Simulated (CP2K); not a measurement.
Two runs for the C K edge of silylketene. Run A: CP2K XAS_TDP, all-electron GAPW, PBEh(45%), aug-pc-1, TDA, no relativity. Run B differs in one setting.

First lines with a strength over 0.0015. A:

```csv
atom,energy (eV),states,"strength, one atom"
C2 (bonded to C and O),282.28,1,0.0783
,284.61,1,0.0736
,288.97,1,0.0016
,289.53,1,0.0035
,291.93,1,0.0018
"C3 (bonded to C, Si and H)",282.52,1,0.0251
,284.45,1,0.0116
,284.73,1,0.0112
,284.93,1,0.0086
,284.96,1,0.0126
```

B:

```csv
atom,energy (eV),states,"strength, one atom"
C2 (bonded to C and O),284.27,1,0.0816
,286.63,1,0.0770
,291.31,2,0.0019
,291.87,1,0.0030
,294.25,1,0.0020
"C3 (bonded to C, Si and H)",284.57,1,0.0292
,286.54,1,0.0161
,286.76,1,0.0104
,286.98,1,0.0125
,287.02,1,0.0092
```

**Question.** Which was it: the basis, scalar relativity switched on, GW2X switched on, the functional?

The functional (functional from PBEh(45%) to BHandHLYP; the lines alone don't name the new value). A functional moves all lines by electronvolts and changes their spacings and strengths. Against PBEh(45%) in aug-pc-1, the leading lines move by +1.99 eV (C2, to 284.27) and +2.05 eV (C3, to 284.57); the strength of C2's goes from 0.0783 to 0.0816.

[Banner, clock and machine lines of the logs are left out without a mark of their own.]

[Logs are printed without paths, hosts, clocks, repeated set-up lines and the standing remarks that a program may print on its own settings, such as how far it seeks lower states.]

[Hosts, paths, dates, database ids (printed as entryN), source tags and the programs' standing remarks are cut or masked in the printed files.]
